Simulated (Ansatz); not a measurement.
## armchair SiC nanoribbon (N = 3, H edges): bands under strain

Aim: is the armchair SiC nanoribbon (N = 3, H edges) a metal or a semiconductor?

Main program and level: Ansatz 0.2.0; DFT PBE, plane waves, PAW; relaxation of a wire's period, in the first sound run; inputs show where later runs differ.

## (1) Set-up

The cell holds 10 atoms: 3 Si, 3 C and 4 H. Its edges and angles: a = 12.560 Å, b = 7.000 Å, c = 5.370 Å, α = 90.0°, β = 90.0°, γ = 90.0°. Vacuum lies along a and b. The structure's axis is c.

## (2) Relaxation of atoms and period

Band widths follow the bond lengths, so the wire is relaxed first. The atoms and the third cell vector are free; the box across stays fixed as vacuum. A Fermi-Dirac smearing is set since the result may be a metal. The pressure printed is a third of the stress's trace over the whole box, vacuum included; only the stress along the axis is relaxed.

Contents of input.yaml:

```yaml
crystal:
  lattice:
    - [12.56, 0.0, 0.0]
    - [0.0, 7.0, 0.0]
    - [0.0, 0.0, 5.37]
  atoms:
    - { symbol: Si, position: [0.376572936, 0.5, 0.0] }
    - { symbol: Si, position: [0.623417756, 0.5, 0.0] }
    - { symbol: C, position: [0.376572936, 0.5, 0.333333333] }
    - { symbol: C, position: [0.623417756, 0.5, 0.333333333] }
    - { symbol: H, position: [0.302795294, 0.5, 0.432960894] }
    - { symbol: H, position: [0.697195398, 0.5, 0.432960894] }
    - { symbol: Si, position: [0.499995346, 0.5, 0.5] }
    - { symbol: C, position: [0.499995346, 0.5, 0.833333333] }
    - { symbol: H, position: [0.27866242, 0.5, 0.867783985] }
    - { symbol: H, position: [0.721328272, 0.5, 0.867783985] }
kpoints:
  mp_grid: { grid: [1, 1, 15] }
scf:
  occupations: { method: fermi_dirac, width: 0.05 }
hamiltonian:
  xc: pbe
relax:
  cell: { fix: [a, b, alpha, beta, gamma] }
  max_steps: 45
  f_tol: 0.03
```

The run is started by

```
> ansatz run input.yaml --threads 4 --pin off --max-ram 16384MiB --backend cpu --events-out ev --progress --plain --runs-dir out
```

Numbers of over 12 decimals in the logs are rounded to 6 here.

Log:

```text
Engine: ansatz 0.2.0, aarch64-unknown-linux-gnu
Pseudopotentials: kind: paw
Pseudopotential: Si, paw, valence charge 4, recommended cutoff 420 eV (normal), Si.paw.azcp
Pseudopotential: C, paw, valence charge 4, recommended cutoff 420 eV (normal), C.paw.azcp
Pseudopotential: H, paw, valence charge 1, recommended cutoff 420 eV (normal), H.paw.azcp
Functional definition: PBE
  parameter kappa = 0.804
  parameter beta = 0.066725
  exchange = pbe_x(kappa = kappa, mu = beta*pi^2/3)
  correlation = pbe_c(beta = beta)
Crystal: 10 atoms, lattice volume = 472.130 Å³
Basis set: ecut = 420 eV, 9203 PW (Γ), exchange–correlation on 180×96×72 points (8 copies of the dense FFT grid, shifted against one another)
Bands: 24, of which v1, the nominal top of the filled ones, is band 14 counted from 1 (13 counted from 0)
Symmetry: 4 space group operations
Space group: Pmm2 (ITA 25), of the structure as read, at distance tolerance 7.8e-5 Å
k-points: 8 of 15 (time reversal used)
Non-local potential: Si, projectors of the file, l = 0: 2, l = 1: 2, l = 2: 2
Non-local potential: C, projectors of the file, l = 0: 2, l = 1: 2, l = 2: 1
Non-local potential: H, projectors of the file, l = 0: 2, l = 1: 1
PAW form: soft (Blöchl's): semilocal exchange-correlation on the pseudo side does not see the compensation charge
PAW one-centre angular grid: Si, 110 points (default); XC on 64 Gauss nodes
PAW one-centre angular grid: C, 110 points (default); XC on 64 Gauss nodes
PAW one-centre angular grid: H, 110 points (default); XC on 64 Gauss nodes
Initial density: superposition of atomic densities (neutral atoms: chi_scale 0, normalization atom), corrected by the library's trained network
Initial wavefunctions: pseudopotential atomic-orbital guess
Functional: x = pbe(κ = 0.804, μ = 0.219515), c = pbe(β = 0.066725)
SCF iter   1: F=—  HF=-2720.753707 eV  |F-HF|=—  |Δ(HF+E_count)|=         —  Δρ=2.03e-3  dr2=2.42e-2  ethr=1.77e-3  ⟨swp⟩=9.1  Hψ=1362  notcnv=0  defer=5
preconditioner: auto → Resta (q_TF=auto, 1.704 Å⁻¹)  ε∞=1.8  [insulator: Δε(μ)=2.285 eV  Ē_g=10.134 eV  σ=0.050 eV  W_gap=1.00  n_scr=38 (ndim 8)  ℏωp=9.0 eV  f_vac=0.629  D(μ)=0.00/eV (n_scr^D=0)  ε∞_Penn≈1.8  vacuum switching on, ρ_ref=7.4e-3 e/Å³]
SCF iter   2: F=—  HF=-2720.765943 eV  |F-HF|=—  |Δ(HF+E_count)|=   1.22e-2  Δρ=9.42e-4  dr2=5.39e-3  ethr=8.64e-5  ⟨swp⟩=2.5  Hψ=375  notcnv=0  defer=35
SCF iter   3: F=—  HF=-2720.770141 eV  |F-HF|=—  |Δ(HF+E_count)|=   4.20e-3  Δρ=5.32e-4  dr2=1.56e-3  ethr=1.92e-5  ⟨swp⟩=2.6  Hψ=310  notcnv=0  defer=35
SCF iter   4: F=—  HF=-2720.771079 eV  |F-HF|=—  |Δ(HF+E_count)|=   9.38e-4  Δρ=9.13e-5  dr2=4.75e-5  ethr=5.59e-6  ⟨swp⟩=2.9  Hψ=314  notcnv=0  defer=35
SCF iter   5: F=—  HF=-2720.771418 eV  |F-HF|=—  |Δ(HF+E_count)|=   3.39e-4  Δρ=3.28e-5  dr2=5.31e-6  ethr=1.70e-7  ⟨swp⟩=2.0  Hψ=289  notcnv=0  defer=35
SCF iter   6: F=—  HF=-2720.771426 eV  |F-HF|=—  |Δ(HF+E_count)|=   8.19e-6  Δρ=1.24e-5  dr2=1.15e-6  ethr=1.90e-8  ⟨swp⟩=2.0  Hψ=265  notcnv=0  defer=35
SCF iter   7: F=—  HF=-2720.771426 eV  |F-HF|=—  |Δ(HF+E_count)|=   5.63e-7  Δρ=6.09e-6  dr2=2.51e-7  ethr=4.10e-9  ⟨swp⟩=2.1  Hψ=262  notcnv=0  defer=35
SCF iter   8: F=-2720.771427 eV  HF=-2720.771426 eV  |F-HF|=1.18e-8  |Δ(HF+E_count)|=   2.60e-8  Δρ=1.37e-6  dr2=7.09e-9  ethr=3.57e-10  ⟨swp⟩=5.0  Hψ=615  notcnv=0
SCF 1 converged in 8 iterations: F = -2720.771427 eV  dr2 = 7.09e-9
  greatest PAW one-centre occupation: 0.652 electrons in one spin orbital (limit 2), on the C atom at site 3 (counted from 0), in its partial waves of l = 0
relax step   1: F+E_penalty+E_count = -2720.77142651 eV  Δ(F+E_penalty+E_count) = +0.000e0 eV  max|allowed force component| = 1.907e0 eV/Å  Δτ_max = 0.0000 Å  P = +0.203 GPa  Ω = 472.130 Å³  fix = [a, b, alpha, beta, gamma]  reactions: a +0.621, b +0.232 GPa  (8 SCF iters, dr2 threshold 1.00e-7 eV, accepted)
Crystal: 10 atoms, lattice volume = 476.411 Å³
Basis set: ecut = 420 eV, 9305 PW (Γ), exchange–correlation on 180×96×72 points (8 copies of the dense FFT grid, shifted against one another)
Initial density: handed on by an earlier stage of this run
Initial wavefunctions: those handed on with the density
iter 1 solved again at ethr=9.28e-5 eV; its pass at ethr=3.10e-3 eV (dr2=2.60e-2 eV) is discarded
SCF iter   1: F=—  HF=-2720.950082 eV  |F-HF|=—  |Δ(HF+E_count)|=         —  Δρ=2.83e-3  dr2=2.64e-2  ethr=9.28e-5  ⟨swp⟩=2.4  Hψ=1258  notcnv=0
preconditioner: auto → Resta (q_TF=auto, 1.701 Å⁻¹)  ε∞=1.8  [insulator: Δε(μ)=2.354 eV  Ē_g=10.121 eV  σ=0.050 eV  W_gap=1.00  n_scr=38 (ndim 8)  ℏωp=9.0 eV  f_vac=0.631  D(μ)=0.00/eV (n_scr^D=0)  ε∞_Penn≈1.8  vacuum switching on, ρ_ref=7.4e-3 e/Å³]
SCF iter   2: F=—  HF=-2720.944600 eV  |F-HF|=—  |Δ(HF+E_count)|=   5.48e-3  Δρ=1.25e-3  dr2=4.68e-3  ethr=9.28e-5  ⟨swp⟩=2.6  Hψ=283  notcnv=0
SCF iter   3: F=—  HF=-2720.944156 eV  |F-HF|=—  |Δ(HF+E_count)|=   4.44e-4  Δρ=3.26e-4  dr2=5.89e-4  ethr=1.67e-5  ⟨swp⟩=2.6  Hψ=309  notcnv=0
SCF iter   4: F=—  HF=-2720.944436 eV  |F-HF|=—  |Δ(HF+E_count)|=   2.80e-4  Δρ=1.25e-4  dr2=1.03e-4  ethr=2.10e-6  ⟨swp⟩=2.0  Hψ=287  notcnv=0
SCF iter   5: F=—  HF=-2720.944422 eV  |F-HF|=—  |Δ(HF+E_count)|=   1.37e-5  Δρ=3.25e-5  dr2=4.38e-6  ethr=3.68e-7  ⟨swp⟩=2.1  Hψ=260  notcnv=0
SCF iter   6: F=—  HF=-2720.944424 eV  |F-HF|=—  |Δ(HF+E_count)|=   1.92e-6  Δρ=1.39e-5  dr2=1.13e-6  ethr=3.57e-9  ⟨swp⟩=5.6  Hψ=639  notcnv=0
SCF iter   7: F=-2720.944424 eV  HF=-2720.944424 eV  |F-HF|=2.80e-8  |Δ(HF+E_count)|=   3.14e-8  Δρ=3.64e-6  dr2=5.20e-8  ethr=3.57e-9  ⟨swp⟩=5.0  Hψ=606  notcnv=0
SCF 2 converged in 7 iterations: F = -2720.944424 eV  dr2 = 5.20e-8
  greatest PAW one-centre occupation: 0.653 electrons in one spin orbital (limit 2), on the C atom at site 3 (counted from 0), in its partial waves of l = 0
relax step   2: F+E_penalty+E_count = -2720.94442428 eV  Δ(F+E_penalty+E_count) = -1.730e-1 eV  max|allowed force component| = 7.861e-1 eV/Å  Δτ_max = 0.0435 Å  P = +0.044 GPa  Ω = 476.411 Å³  energy of the carried Pulay correction = -1.452e-3 eV  fix = [a, b, alpha, beta, gamma]  reactions: a +0.199, b +0.221 GPa  (7 SCF iters, dr2 threshold 1.00e-6 eV, accepted)
Crystal: 10 atoms, lattice volume = 478.333 Å³
Basis set: ecut = 420 eV, 9321 PW (Γ), exchange–correlation on 180×96×72 points (8 copies of the dense FFT grid, shifted against one another)
iter 1 solved again at ethr=5.88e-5 eV; its pass at ethr=3.10e-3 eV (dr2=1.65e-2 eV) is discarded
SCF iter   1: F=—  HF=-2720.979057 eV  |F-HF|=—  |Δ(HF+E_count)|=         —  Δρ=2.18e-3  dr2=1.76e-2  ethr=5.88e-5  ⟨swp⟩=2.5  Hψ=1077  notcnv=0
preconditioner: auto → Resta (q_TF=auto, 1.700 Å⁻¹)  ε∞=1.8  [insulator: Δε(μ)=2.400 eV  Ē_g=10.156 eV  σ=0.050 eV  W_gap=1.00  n_scr=38 (ndim 8)  ℏωp=9.0 eV  f_vac=0.630  D(μ)=0.00/eV (n_scr^D=0)  ε∞_Penn≈1.8  vacuum switching on, ρ_ref=7.5e-3 e/Å³]
SCF iter   2: F=—  HF=-2720.975276 eV  |F-HF|=—  |Δ(HF+E_count)|=   3.78e-3  Δρ=8.92e-4  dr2=2.67e-3  ethr=5.88e-5  ⟨swp⟩=2.1  Hψ=273  notcnv=0
SCF iter   3: F=—  HF=-2720.975110 eV  |F-HF|=—  |Δ(HF+E_count)|=   1.66e-4  Δρ=4.39e-4  dr2=8.62e-4  ethr=9.54e-6  ⟨swp⟩=2.0  Hψ=290  notcnv=0
SCF iter   4: F=—  HF=-2720.975331 eV  |F-HF|=—  |Δ(HF+E_count)|=   2.21e-4  Δρ=1.17e-4  dr2=5.42e-5  ethr=3.08e-6  ⟨swp⟩=2.1  Hψ=275  notcnv=0
SCF iter   5: F=—  HF=-2720.975334 eV  |F-HF|=—  |Δ(HF+E_count)|=   2.28e-6  Δρ=2.42e-5  dr2=2.57e-6  ethr=1.94e-7  ⟨swp⟩=2.2  Hψ=288  notcnv=0
SCF iter   6: F=-2720.975334 eV  HF=-2720.975334 eV  |F-HF|=1.91e-7  |Δ(HF+E_count)|=   9.12e-7  Δρ=1.01e-5  dr2=5.64e-7  ethr=3.57e-9  ⟨swp⟩=5.5  Hψ=654  notcnv=0
SCF 3 converged in 6 iterations: F = -2720.975334 eV  dr2 = 5.64e-7
  greatest PAW one-centre occupation: 0.654 electrons in one spin orbital (limit 2), on the C atom at site 3 (counted from 0), in its partial waves of l = 0
relax step   3: F+E_penalty+E_count = -2720.97533423 eV  Δ(F+E_penalty+E_count) = -3.091e-2 eV  max|allowed force component| = 7.345e-2 eV/Å  Δτ_max = 0.0257 Å  P = +0.108 GPa  Ω = 478.333 Å³  energy of the carried Pulay correction = -2.100e-3 eV  fix = [a, b, alpha, beta, gamma]  reactions: a +0.056, b +0.214 GPa  (6 SCF iters, dr2 threshold 1.00e-6 eV, accepted)
[...]
relax step   4: F+E_penalty+E_count = -2720.97584425 eV  Δ(F+E_penalty+E_count) = -5.100e-4 eV  max|allowed force component| = 1.430e-2 eV/Å  Δτ_max = 0.0043 Å  P = +0.073 GPa  Ω = 478.401 Å³  energy of the carried Pulay correction = -2.123e-3 eV  fix = [a, b, alpha, beta, gamma]  reactions: a +0.004, b +0.214 GPa  (5 SCF iters, dr2 threshold 3.37e-7 eV, accepted)
Basis set: ecut = 420 eV, 9321 PW (Γ), exchange–correlation on 180×96×80 points (8 copies of the dense FFT grid, shifted against one another)
Initial wavefunctions: pseudopotential atomic-orbital guess (no wavefunctions were taken with the density)
iter 1 solved again at ethr=2.78e-6 eV; its pass at ethr=3.10e-3 eV (dr2=7.78e-4 eV) is discarded
SCF iter   1: F=—  HF=-2720.976919 eV  |F-HF|=—  |Δ(HF+E_count)|=         —  Δρ=5.45e-5  dr2=8.67e-7  ethr=2.78e-6  ⟨swp⟩=3.0  Hψ=1850  notcnv=0
eigensolver tolerance schedule: the retry pair's looser diagonalisation over-reported the residual by 895.90 of it (diagonalisation noise at 4.08 of the residual, at the tolerance the schedule requests for it); recorded, not acted on — ethr = c·dr2/N_el stays at c = 1.0e-1
preconditioner: auto → Resta (q_TF=auto, 1.700 Å⁻¹)  ε∞=1.8  [insulator: Δε(μ)=2.397 eV  Ē_g=10.151 eV  σ=0.050 eV  W_gap=1.00  n_scr=38 (ndim 8)  ℏωp=9.0 eV  f_vac=0.629  D(μ)=0.00/eV (n_scr^D=0)  ε∞_Penn≈1.8  vacuum switching on, ρ_ref=7.5e-3 e/Å³]
SCF iter   2: F=—  HF=-2720.977706 eV  |F-HF|=—  |Δ(HF+E_count)|=   7.87e-4  Δρ=2.72e-5  dr2=1.93e-7  ethr=3.10e-9  ⟨swp⟩=3.1  Hψ=375  notcnv=0
SCF iter   3: F=—  HF=-2720.978062 eV  |F-HF|=—  |Δ(HF+E_count)|=   3.55e-4  Δρ=3.43e-6  dr2=1.12e-8  ethr=6.90e-10  ⟨swp⟩=2.0  Hψ=304  notcnv=0
SCF iter   4: F=—  HF=-2720.978071 eV  |F-HF|=—  |Δ(HF+E_count)|=   9.57e-6  Δρ=5.95e-7  dr2=1.02e-9  ethr=4.00e-11  ⟨swp⟩=2.0  Hψ=304  notcnv=0
SCF iter   5: F=—  HF=-2720.978071 eV  |F-HF|=—  |Δ(HF+E_count)|=   2.72e-7  Δρ=2.63e-7  dr2=5.17e-10  ethr=3.65e-12  ⟨swp⟩=2.0  Hψ=303  notcnv=0
SCF iter   6: F=-2720.978071 eV  HF=-2720.978071 eV  |F-HF|=4.97e-10  |Δ(HF+E_count)|=  2.20e-10  Δρ=8.12e-8  dr2=3.95e-11  ethr=1.00e-12  ⟨swp⟩=3.6  Hψ=763  notcnv=0
SCF 5 converged in 6 iterations: F = -2720.978071 eV  dr2 = 3.95e-11
relax step   5: F+E_penalty+E_count = -2720.97807150 eV  Δ(F+E_penalty+E_count) = -2.227e-3 eV  max|allowed force component| = 1.518e-2 eV/Å  Δτ_max = 0.0000 Å  P = +0.077 GPa  Ω = 478.401 Å³  fix = [a, b, alpha, beta, gamma]  reactions: a +0.004, b +0.217 GPa  stress off target by 9.95e-3 GPa on what of the cell is left free  SCF on the basis re-selected at this cell (its energy is not comparable with the rows above)  (6 SCF iters)
basis re-selected at this cell: Δ(F+E_penalty+E_count) = -2.227e-3 eV, ΔP = +0.004 GPa vs the last step (what re-selecting the basis moved, of the pressure what is left beyond the Pulay correction that the steps carried, after the strain that the cell walked since its last selection, with what the two solves' SCF thresholds leave and, on support functions, any second-order correction that the steps lacked; it is no measure of the basis error at this ecutwfc). The dense FFT grid was sized anew with the basis: this SCF ran on 90×48×40 points, the steps before it on 90×48×36, so part of this shift can come from that change (see relax.cell in the input reference). [rest of the remark cut]
SCF converged after 6 iterations
Free energy (F): -2720.978071 eV
Harris-Foulkes:  -2720.978071 eV  (|F-HF|=4.97e-10)
Internal energy: -2720.978071 eV  (E = F + TS)
E sigma→0 (E₀):  -2720.978071 eV
Fermi energy:    -1.754034 eV
--- Per-component energies (eV) ---
  E_band       = -234.939700
  E_kinetic    = 445.427040
  E_local      = -2917.643168  (includes V_loc(G=0)·N_el)
  E_nonlocal   = 165.532935
  E_hartree    = 1232.140122
  E_xc         = -343.900462
  E_vxc        = -362.307191  (∫ρ·V_xc dr)
  E_paw        = -1838.446297  (= ΣΔE_a)
  E_vpaw       = -30.224522  (= ΣTr[D̂ρ^β])
  E_aug_tail   = -0.005072  (compensation charges beyond the density's cutoff)
  E_ewald      = 535.916832
  E_smearing   = -0.000000  (= −TS)
  E_closure    = -0.000000  (closes the sum)
  Σ components = -2720.978071   (vs F -2720.978071, Δ=0.00e0)
--- Forces (eV/Å), atoms counted from 1 ---
  atom   1  Si    -0.00329618    -0.00000000    -0.00424805
  atom   2  Si     0.00329618    -0.00000000    -0.00424805
  atom   3  C      0.00916357    -0.00000000     0.01518448
  atom   4  C     -0.00916357    -0.00000000     0.01518448
  atom   5  H     -0.00596148    -0.00000000    -0.01112683
  atom   6  H      0.00596148    -0.00000000    -0.01112683
  atom   7  Si     0.00000000    -0.00000000    -0.01269940
  atom   8  C     -0.00000000     0.00000000     0.00744910
  atom   9  H      0.00071406    -0.00000000     0.00281497
  atom  10  H     -0.00071406    -0.00000000     0.00281497
  max |Σ_I F_I| component: 1.14e-6 eV/Å
--- Stress (GPa, compression-positive) ---
        0.003881      -0.000000      -0.000000
       -0.000000       0.217081       0.000000
       -0.000000       0.000000       0.009949
  P = ⅓ Tr σ = 0.0770 GPa (0.770 kbar)
--- Relaxed structure (4 steps of the walk, 4 accepted, 1 SCFs on fresh bases) ---
  F+E_penalty+E_count = -2720.97807150 eV   max|allowed force component| = 1.518e-2 eV/Å   (the final SCF, on the basis selected at the relaxed cell)
  cell:  # Å, volume = 478.4011 Å³
    - [12.56, 0.0, 0.0]
    - [0.0, 7.0, 0.0]
    - [0.0, 0.0, 5.441323]
  atoms:
    - { symbol: Si, position: [0.380727, 0.500000, 0.00831577] }
    - { symbol: Si, position: [0.619264, 0.500000, 0.00831577] }
    - { symbol: C, position: [0.379004, 0.500000, 0.329537] }
    - { symbol: C, position: [0.620987, 0.500000, 0.329537] }
    - { symbol: H, position: [0.302279, 0.500000, 0.423701] }
    - { symbol: H, position: [0.697712, 0.500000, 0.423701] }
    - { symbol: Si, position: [0.499995, 0.500000, 0.499845] }
    - { symbol: C, position: [0.499995, 0.500000, 0.831282] }
    - { symbol: H, position: [0.277300, 0.500000, 0.873627] }
    - { symbol: H, position: [0.722691, 0.500000, 0.873627] }
```

Run time: 12 s. Hardware: 4 threads of Arm Neoverse V1, shared host; peak memory 0.68 GiB; 43 s of CPU time.

Relaxation path:

```csv
step,energy less that of the first step (eV),largest force component (eV/Å),pressure (GPa),volume (Å³)
1,0.0000,1.9068,0.20,472.13
2,-0.1730,0.7861,0.04,476.41
3,-0.2039,0.0735,0.11,478.33
4,-0.2044,0.0143,0.07,478.40
5*,-0.2066,0.0152,0.08,478.40
```

Relaxation steps marked * repeat the geometry before them on a plane-wave basis chosen anew for their cell, so energy and pressure can jump there.

Forces are held to the 4 operations that the run works with; a distortion that breaks them can't arise in this run.

```csv
cell as run,before,after,change
c (Å),5.370,5.441,+1.3 %
```

The atoms that moved most (Å, along periodic axes as changes of fractional coordinates times the final cell, across vacuum about the mean position):

```csv
atom,dx,dy,dz,length
Si2,-0.052,0.000,0.045,0.069
Si1,0.052,0.000,0.045,0.069
H5,-0.006,0.000,-0.050,0.051
H6,0.006,0.000,-0.050,0.051
C4,-0.031,0.000,-0.021,0.037
C3,0.031,0.000,-0.021,0.037
H9,-0.017,0.000,0.032,0.036
H10,0.017,0.000,0.032,0.036
```

Numbers from this step:

```
cell length along the wire : 5.441 Å
```

The cell's length comes to 5.441 Å with spin left out.

## (3) The perfect wire

This step: DFT PBE, plane waves, PAW; bands of a perfect wire (Ansatz 0.2.0).

At the relaxed period the bands are computed along the axis; those that cross an energy going forward count the channels that a perfect wire would open there.

Contents of input.yaml:

```yaml
crystal:
  lattice:
    - [12.56, 0.0, 0.0]
    - [0.0, 7.0, 0.0]
    - [0.0, 0.0, 5.4413232802]
  atoms:
    - { symbol: Si, position: [0.380726785, 0.5, 0.008315766] }
    - { symbol: Si, position: [0.619263907, 0.5, 0.008315766] }
    - { symbol: C, position: [0.379003648, 0.5, 0.329537147] }
    - { symbol: C, position: [0.620987044, 0.5, 0.329537147] }
    - { symbol: H, position: [0.302278657, 0.5, 0.423701311] }
    - { symbol: H, position: [0.697712035, 0.5, 0.423701311] }
    - { symbol: Si, position: [0.499995346, 0.5, 0.499845496] }
    - { symbol: C, position: [0.499995346, 0.5, 0.831281783] }
    - { symbol: H, position: [0.277299631, 0.5, 0.873627015] }
    - { symbol: H, position: [0.722691061, 0.5, 0.873627015] }
kpoints:
  mp_grid: { grid: [1, 1, 15] }
  band_path: { path: ["Γ", Z], npoints: 90 }
scf:
  occupations: { method: fermi_dirac, width: 0.05 }
hamiltonian:
  xc: pbe
output:
  dos: { e_range: [-5, 4] }
  write_potential: true
  write_density: true
  volumetric_format: npy
```

Log:

```text
[...]
Crystal: 10 atoms, lattice volume = 478.401 Å³
Basis set: ecut = 420 eV, 9321 PW (Γ)
Bands: 24, of which v1, the nominal top of the filled ones, is band 14 counted from 1 (13 counted from 0)
Symmetry: 4 space group operations
[...]
k-points: 8 of 15 (time reversal used)
[...]
SCF iter   1: F=—  HF=-2720.960724 eV  |F-HF|=—  |Δ(HF+E_count)|=         —  Δρ=1.89e-3  dr2=2.20e-2  ethr=1.77e-3  ⟨swp⟩=8.9  Hψ=1352  notcnv=0  defer=3
[...]
SCF iter   7: F=-2720.978140 eV  HF=-2720.978140 eV  |F-HF|=1.91e-7  |Δ(HF+E_count)|=   1.76e-6  Δρ=3.89e-6  dr2=8.14e-8  ethr=3.57e-10  ⟨swp⟩=11.4  Hψ=1066  notcnv=0
SCF 1 converged in 7 iterations: F = -2720.978140 eV  dr2 = 8.14e-8
[...]
NSCF: frozen V_eff on 91 k-points
WARN: The output density's exchange-correlation potential varies sharply where the density is thin. Do not read a vacuum level from v_tot or v_xc, or from such a field of the output density. On a cell that repeats whose density bears no net charge and no dipole along the vacuum's axis use v_es (v_loc + v_h of the components); under efield.dipole_correction with no amplitude use v_es + v_field, which holds any externa [...]
SCF converged after 7 iterations
Free energy (F): -2720.978140 eV
[...]
Internal energy: -2720.978140 eV  (E = F + TS)
E sigma→0 (E₀):  -2720.978140 eV
Fermi energy:    -1.754045 eV
[...]
--- Band table (eV; the first three rows and the last of 8) ---
  k-point 0: bands = [... 10 lower, -5.1869, -5.1637, -3.5978, -2.9528, -0.5557, 0.3860, 0.5866, 1.0020, ... 6 higher]
  k-point 1: bands = [... 10 lower, -5.2045, -5.1701, -3.5909, -3.0262, -0.4788, 0.3512, 0.5942, 1.0214, ... 6 higher]
  k-point 2: bands = [... 10 lower, -5.2544, -5.1988, -3.5709, -3.2196, -0.2755, 0.2556, 0.6186, 1.0792, ... 6 higher]
  k-point 7: bands = [... 10 lower, -5.5514, -4.9983, -4.5565, -3.4215, -0.3184, 1.0995, 1.2775, 1.3647, ... 6 higher]
```

Run time: 15 s. Hardware: 4 threads; peak memory 0.92 GiB; 60 s of CPU time.

The column dr2 measures how far the density is from self-consistency, as an energy; F and HF (Harris–Foulkes) agree once it is small.

Numbers from this step:

```yaml
band_gap: 2.397 eV
```

Electronic bands along the path, in eV, zero at the Fermi level:

```csv
point,band 11,band 12,band 13,band 14,band 15,band 16,band 17,band 18
Γ,-3.43,-3.41,-1.84,-1.20,1.20,2.14,2.34,2.76
halfway,-3.64,-3.62,-1.95,-1.76,1.76,1.99,2.48,3.02
Z,-3.80,-3.21,-2.84,-1.67,1.43,2.88,3.08,3.10
```

The gap is 2.40 eV, with spin left out.

The path shows a direct gap of 2.40 eV (valence top at Γ, conduction bottom at Γ).

[end of part 1 of 3]

[Logs are printed without paths, hosts, clocks, repeated set-up lines and the standing remarks that a program may print on its own settings, such as how far it seeks lower states.]

[Hosts, paths, dates, database ids (printed as entryN), source tags and the programs' standing remarks are cut or masked in the printed files.]
